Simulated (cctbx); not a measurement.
# Accept or mend?

Cell a = 7.5990 Å, b = 7.5990 Å, c = 14.3280 Å, α = 90.00°, β = 90.00°, γ = 90.00°; space group I4/mcm (no. 140). The compound is Ho5BiIr2.

Simulated single-crystal data (cctbx): synchrotron X-rays, λ = 0.6889 Å, to d = 0.65 Å, 50 % of the full sphere, strongest reflection 5000 counts, noise from counting, a 6 % proportional error and a noise floor of 15 counts (s.d.); no absorption.

An anisotropic refinement with weights 1/σ² prints:

```text
Rint 0.118, 445 unique reflections to 0.65 A
cycle     R1     wR2    GooF  max shift (A)
   1  0.5902  0.8944  12.642   0.01950
   3  0.5418  0.8489  12.000   0.00040
final R1 0.5417 wR2 0.8489 GooF 12.000  parameters 8  data/parameter 55.6
atom        x        y        z      Ueq    occ   su(xyz)  su(Uiso or U11)
Bi1    0.50000  0.50000  0.25000  -0.0065  1.000  0.00000  0.0062  NPD
Ir1    0.12752  0.37248  0.00000  -0.0106  1.000  0.00187  0.0040  NPD
Ho1    0.50000  0.50000  0.00000  -0.0034  1.000  0.00000  0.0080  NPD
difference map: max 463.03 min -316.09 rms 32.17
Q1    0.1649  0.3351  0.3723   16  483.88  2.89 A from Ir1
Q2    0.1603  0.3397  0.0000    8  393.52  0.35 A from Ir1
Q3    0.0000  0.0000  0.2500    4  390.35  0.00 A from Bi1
Q4    0.0000  0.0000  0.0000    4  332.10  0.00 A from Ho1
Q5    0.1695  0.3305  0.1320   16  142.39  1.94 A from Ir1
Q6    0.0744  0.3307  0.5000   16  141.85  1.57 A from Ir1
```

Q: Accept it or mend it, and why?

Mend it. The fault: an atom left out, Ho at (0.6656, 0.8344, 0.1288). Against the right model at the same level, R1 goes from 0.0323 to 0.5417 and GooF from 0.98 to 12.00, U of Ir1 shrinks from 0.0093 to -0.0106 Å², the top difference peak, 483.9 e/Å³, lies 2.89 Å from Ir1, a hole of -316.1 e/Å³ opens and Bi1, Ir1 and Ho1 go non-positive-definite. Q1 is the missing atom. With scattering power missing, scale and phases suffer, so peaks may also grow on the heavy atoms.

The compound is Ho5BiIr2. The right model at the same level gives:

```text
Rint 0.118, 445 unique reflections to 0.65 A
cycle     R1     wR2    GooF  max shift (A)
   1  0.0333  0.0702   0.999   0.00002
   2  0.0323  0.0690   0.981   0.00000
final R1 0.0323 wR2 0.0690 GooF 0.981  parameters 14  data/parameter 31.8
atom        x        y        z      Ueq    occ   su(xyz)  su(Uiso or U11)
Bi1    0.50000  0.50000  0.25000   0.0077  1.000  0.00000  0.0004
Ir1    0.12907  0.37093  0.00000   0.0093  1.000  0.00010  0.0002
Ho1    0.50000  0.50000  0.00000   0.0093  1.000  0.00000  0.0005
Ho2    0.66561  0.83439  0.12877   0.0091  1.000  0.00007  0.0002
difference map: max 7.07 min -7.46 rms 1.69
Q1    0.1908  0.3092  0.5000    8    7.18  1.86 A from Ho2
Q2    0.0660  0.0688  0.0591   32    6.89  1.11 A from Ho1
Q3    0.0486  0.4514  0.4644   16    6.50  1.57 A from Ir1
Q4    0.2398  0.2602  0.0357   16    6.24  1.30 A from Ir1
Q5    0.0664  0.1250  0.1764   32    6.12  1.51 A from Bi1
Q6    0.0690  0.4310  0.0509   16    5.96  0.97 A from Ir1
```

Isotropic U is held between 0.0001 and 1 Å² by the program, and listed peak heights are interpolated, so they can pass the grid's maximum.

The model is made up (kin elements in a known structure type, no relaxation), so it says nothing on whether the phase exists.

[Middle refinement cycles are left out of these outputs.]

[Logs are printed without paths, hosts, clocks, repeated set-up lines and the standing remarks that a program may print on its own settings, such as how far it seeks lower states.]
